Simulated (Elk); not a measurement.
# BP (F-43m): how ε∞ follows the gap

The empty bands of BP (F-43m) are shifted up rigidly by Δ, and ε∞ is computed for each shift.

Symmetry: F-43m, No. 216, cubic system. The conventional cell has a = 4.538 Å, b = 4.538 Å, c = 4.538 Å, α = 90.00°, β = 90.00°, γ = 90.00°. P on site c is surrounded by 4 B at 1.97 Å. Around B on site a lie 4 P at 1.97 Å.

Method: Elk 11.2.3 (patched build), PBE, independent particles, k-mesh 13×13×13, Lorentzian half width 0.15 eV.

Launch of the response step: `OMP_NUM_THREADS=4 elk`. The series took 28 s in all, its band step included, on 4 threads of Arm Neoverse V2, on a shared host.

| Δ (eV) | ε∞ |
| --- | --- |
| 0.00 | 9.265 |
| 0.25 | 8.938 |
| 0.50 | ? |
| 0.75 | 8.361 |
| 1.00 | 8.104 |
| 1.50 | 7.642 |
| 2.00 | 7.239 |
| 3.00 | 6.569 |

With one effective transition at E₀ and fixed dipole strength, ε∞ − 1 = A/(E₀ + Δ), so 1/(ε∞ − 1) is linear in Δ.

Working, on the rows shown:

| x = Δ (eV) | y = 1/(ε∞ − 1) |
| --- | --- |
| 0 | 0.120992 |
| 0.25 | 0.125976 |
| 0.75 | 0.135851 |
| 1 | 0.140766 |
| 1.5 | 0.150557 |
| 2 | 0.160282 |
| 3 | 0.179565 |

Means: x̄ = 1.2143, ȳ = 0.14486. Σ(x − x̄)(y − ȳ) = 0.128, Σ(x − x̄)² = 6.554. Slope = 0.128 / 6.554 = 0.01953; intercept = ȳ − slope · x̄ = 0.12114. Turned back into ε∞, the line misses the rows shown by at most 0.01.

Question: Fill in the last column of the withheld row.

Answer: At x = 0.5 the line gives y = 0.13091, that is 8.639. The run gave 8.638, so the interpolation is off by 0.00096, 0.0 % of the range in the table.

Refitted with all rows, the slope is 0.01953 and the intercept 0.12115. These give E₀ = intercept/slope = 6.2 eV, far above the least direct gap of 3.41 eV: most of the screening comes from transitions well over the edge. Over the first step ε∞ falls by 14 % per eV. Excitons are left out and so are local fields; PBE gaps are as a rule too small. The values come from a sum over the points of one k-mesh and carry its error, which grows as the direct gap shrinks.
